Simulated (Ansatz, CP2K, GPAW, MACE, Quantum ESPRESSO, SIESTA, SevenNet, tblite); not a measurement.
# Twisted graphene double bilayer, 27.80° (104 atoms) in CP2K, part 3 of 3

How do the settings of CP2K change the result for twisted graphene double bilayer, 27.80° (104 atoms)? A plane-wave run serves as the yardstick.

Program: CP2K 2026.2; the method stands at each step. Banners, paths, timers and routine set-up lines are dropped from the logs unmarked, and long logs keep their key lines alone; longer cuts are marked.

So far. Step 6 (PBE, DZVP-MOLOPT-SR, 630/50 Ry, diagonalisation): Against the first run (1.6 %), the force difference from the reference is 1.6 %, at 1.2 times the CPU time: the change moves forces by 0.76 meV/Å r.m.s., so most of the difference comes from elsewhere.

## (7) BLYP, DZVP-MOLOPT-SR, 450/50 Ry, diagonalisation

Method: Kohn-Sham DFT, BLYP, GTH-BLYP pseudopotentials, Gaussian and plane waves, DZVP-MOLOPT-SR-GTH, diagonalisation.

Input file input.inp:

```
&GLOBAL
  PROJECT cell
  RUN_TYPE ENERGY_FORCE
  PRINT_LEVEL LOW
&END GLOBAL
&FORCE_EVAL
  METHOD QS
  &DFT
    BASIS_SET_FILE_NAME BASIS_MOLOPT
    POTENTIAL_FILE_NAME GTH_POTENTIALS
    &MGRID
      CUTOFF 450
      REL_CUTOFF 50
    &END MGRID
    &QS
      EPS_DEFAULT 1.0E-12
    &END QS
    &SCF
      SCF_GUESS ATOMIC
      EPS_SCF 1.0E-06
      MAX_SCF 200
      ADDED_MOS 46
      &DIAGONALIZATION
        ALGORITHM STANDARD
      &END DIAGONALIZATION
      &SMEAR ON
        METHOD FERMI_DIRAC
        ELECTRONIC_TEMPERATURE [K] 580
      &END SMEAR
      &MIXING
        METHOD BROYDEN_MIXING
        ALPHA 0.15
        NBROYDEN 8
      &END MIXING
      &PRINT
        &RESTART OFF
        &END RESTART
      &END PRINT
    &END SCF
    &XC
      &XC_FUNCTIONAL BLYP
      &END XC_FUNCTIONAL
    &END XC
    &PRINT
      &MULLIKEN ON
      &END MULLIKEN
      &HIRSHFELD ON
        SHAPE_FUNCTION DENSITY
      &END HIRSHFELD
      &MO ON
        EIGENVALUES T
        OCCUPATION_NUMBERS T
        MO_INDEX_RANGE 197 220
        &EACH
          QS_SCF 0
        &END EACH
        ADD_LAST NUMERIC
      &END MO
    &END PRINT
  &END DFT
  &SUBSYS
    &CELL
      A 8.86970 0.00000 0.00000
      B -4.43485 7.68139 0.00000
      C 0.00000 0.00000 24.18000
    &END CELL
    &TOPOLOGY
      COORD_FILE_NAME structure.xyz
      COORD_FILE_FORMAT XYZ
    &END TOPOLOGY
    &KIND C
      BASIS_SET DZVP-MOLOPT-SR-GTH-q4
      POTENTIAL GTH-BLYP-q4
    &END KIND
  &END SUBSYS
  &PRINT
    &FORCES ON
    &END FORCES
  &END PRINT
&END FORCE_EVAL
```

Input file structure.xyz:

```xyz
104

[... 104 atom lines left out: the same atoms as in the first run ...]
```

On the command line:

```bash
> OMP_NUM_THREADS=1 mpirun -np 4 cp2k.psmp -i input.inp > output.txt
```

Numbers of over 12 decimals in the logs are rounded to 6 here.

Log:

```text
CP2K| version string:                                       CP2K version 2026.2
 CP2K| Input file name                                                 input.inp
 GLOBAL| Basis set file name                                        BASIS_MOLOPT
 GLOBAL| Potential file name                                      GTH_POTENTIALS
 GLOBAL| Run type                                                   ENERGY_FORCE
 GLOBAL| Total number of message passing processes                             4
 GLOBAL| Number of threads for this process                                    1
[... lines left out ...]
                        Smear method:                                FERMI_DIRAC
[... lines left out ...]
 Number of electrons:                                                        416
[... lines left out ...]
  Step     Update method      Time    Convergence         Total energy    Change
[... lines left out ...]
  *** SCF run converged in    26 steps ***
[... lines left out ...]
  Fermi energy:                                                 0.054851
  Total energy:                                              -588.705687
  Total energy (extrapolated to T->0):                       -588.705687
[... lines left out ...]
 MO| E(Fermi):            0.054851 a.u.          1.492576 eV
[... lines left out ...]
                           Hirshfeld Charges
  #Atom  Element  Kind  Ref Charge     Population                    Net charge
      1       C      1       4.000          4.004                        -0.004
      2       C      1       4.000          3.995                         0.005
      3       C      1       4.000          4.011                        -0.011
[...]
103       C      1       4.000          3.999                         0.001
    104       C      1       4.000          3.994                         0.006
  Total Charge                                                           -0.000
 !-----------------------------------------------------------------------------!
 ENERGY| Total FORCE_EVAL ( QS ) energy [hartree]           -588.705699
 FORCES| Atomic forces [hartree/bohr]
 FORCES|   Atom     x               y               z               |f|
 FORCES|      1  8.04115452E-02 -2.03515993E-02 -1.31034772E-02   8.39756233E-02
 FORCES|      2 -1.51316811E-02 -3.94649869E-02 -6.51627923E-03   4.27658141E-02
 FORCES|      3  5.30864974E-02  1.14057279E-01 -7.52666939E-03   1.26031305E-01
[...]
FORCES|    103  6.77244494E-03  6.43188707E-02 -6.70967783E-03   6.50215573E-02
 FORCES|    104 -6.92251979E-02 -8.83529449E-02 -9.36940955E-03   1.12632840E-01
 FORCES| Sum     7.19006873E-03 -1.48911454E-02 -1.09297933E-02
 FORCES| Total atomic force                                       1.98217981E-02
```

Elapsed: 2.3 min, on 4 MPI ranks of Arm Neoverse V2, shared host; peak memory 4.2 GiB.

Against the reference:

| Quantity | Value |
| --- | --- |
| r.m.s. force component | 2.951 eV/Å |
| r.m.s. difference of force components | 66.99 meV/Å |
| longest difference of force vectors | 542.8 meV/Å |
| force difference over r.m.s. force | 2.256 % |
| slope of forces against the reference's | 0.9939 |
| correlation of force components | 0.9998 |

Against the first run (1.6 %), the force difference from the reference is 2.3 %, at 1.1 times the CPU time; the model has changed, so this is no error of the program alone.

The forces add up to 1.0 eV/Å instead of zero, usually a sign of too coarse a grid.

## (8) The ladder

Differences are against the plane-wave reference, forces as r.m.s. over components; share is that over the reference's r.m.s. force, slope the least-squares factor from reference forces to these. Total energies of different programs have different zeros and aren't compared.

| run | Δ force, r.m.s. (meV/Å) | share (%) | slope | cores | CPU time | memory (GiB) |
| --- | --- | --- | --- | --- | --- | --- |
| reference | - | - | - | 4 | 14 min | 4.3 |
| CP2K PBE, DZVP-MOLOPT-SR, 450/50 Ry, diagonalisation | 46.5 | 1.57 | 1.013 | 4 | 8.6 min | 4.2 |
| CP2K GFN1-xTB, diagonalisation | 169 | 5.69 | 0.977 | 1 | 3.3 s | 0.22 |
| CP2K PBE, SZV-MOLOPT-SR, 450/50 Ry, diagonalisation (coarse) | 789 | 26.6 | 1.262 | 1 | 5.7 min | 3.1 |
| CP2K PBE, DZVP-MOLOPT-SR, 450/30 Ry, diagonalisation (coarse) | 46.5 | 1.57 | 1.013 | 4 | 7 min | 4.2 |
| CP2K PBE, DZVP-MOLOPT-SR, 630/50 Ry, diagonalisation | 46.5 | 1.57 | 1.013 | 4 | 11 min | 5.8 |
| CP2K BLYP, DZVP-MOLOPT-SR, 450/50 Ry, diagonalisation | 67.0 | 2.26 | 0.994 | 4 | 9.3 min | 4.2 |

Rows marked coarse were listed beforehand as settings not expected to be converged; some can still land near the reference.

CPU time is summed over cores on a shared host, where runs went side by side, so it is rough. Symmetry, cutoffs, thresholds, outputs and thread counts weren't matched or tuned between programs; memory under MPI is the largest rank's times the ranks.

Within one program, basis, potentials and functional, energies share a zero. Each run against its twin at the usual cutoff or grid and solver:

| run | twin | Δ energy (meV/atom) | Δ force, r.m.s. (meV/Å) | CPU time over the twin's |
| --- | --- | --- | --- | --- |
| CP2K PBE, DZVP-MOLOPT-SR, 450/30 Ry, diagonalisation | DZVP-MOLOPT-SR, 450/50 Ry, diagonalisation | -0.128 | 1.04 | 0.81 |
| CP2K PBE, DZVP-MOLOPT-SR, 630/50 Ry, diagonalisation | DZVP-MOLOPT-SR, 450/50 Ry, diagonalisation | -3.0e-4 | 0.764 | 1.2 |

Further runs of this program without a result: CP2K PBE, TZVP-MOLOPT, 450/50 Ry, diagonalisation (cut off at its time limit).

## (9) Summary of results

```
nearest in forces : a tie at 1.6 % of 3 runs: CP2K PBE, DZVP-MOLOPT-SR, 450/50 Ry, diagonalisation; CP2K PBE, DZVP-MOLOPT-SR, 450/30 Ry, diagonalisation (coarse); CP2K PBE, DZVP-MOLOPT-SR, 630/50 Ry, diagonalisation
```

In words: The PBE runs in local orbitals, coarse settings apart, differ by 1.6 % in each run; basis, grid and potentials can all enter. Tight binding differs by 5.7 % (CP2K GFN1-xTB, diagonalisation); it is another model, with fitted parameters of its own, and the xTB methods hold dispersion. Rows with another functional or a dispersion term differ by 2.3 % (CP2K BLYP, DZVP-MOLOPT-SR, 450/50 Ry, diagonalisation), which mixes the change of model with differences of basis and potentials. Runs with settings chosen to be coarse differ by 1.6 % (CP2K PBE, DZVP-MOLOPT-SR, 450/30 Ry, diagonalisation) to 27 % (CP2K PBE, SZV-MOLOPT-SR, 450/50 Ry, diagonalisation), their programs' other errors included. Of the electronic-structure runs that take under half the reference's CPU time, CP2K PBE, DZVP-MOLOPT-SR, 450/30 Ry, diagonalisation comes nearest, at 1.6 % in 7 min against 14 min. CP2K PBE, SZV-MOLOPT-SR, 450/50 Ry, diagonalisation stiffens the forces by a factor of 1.26 while following their directions (correlation 0.999); the slopes of the 6 CP2K runs lie between 0.98 and 1.26. Periodic xTB results under one method name differ between programs and library versions. The reference's PBE has no dispersion term, which matters for the binding between molecules or layers. One k-point is far too coarse for the carbon or group-IV sheet, and it can put spurious forces of up to about 1 eV/Å on the sheet's atoms. The electronic-structure runs sample only Γ, in a cell whose shortest periodic width is 8 Å.

[Also dropped from logs without a mark: logging warnings of Python, and SIESTA's first energy breakdown and zero terms.]

[Logs are printed without paths, hosts, clocks, repeated set-up lines and the standing remarks that a program may print on its own settings, such as how far it seeks lower states.]

[Hosts, paths, dates, database ids (printed as entryN), source tags and the programs' standing remarks are cut or masked in the printed files.]
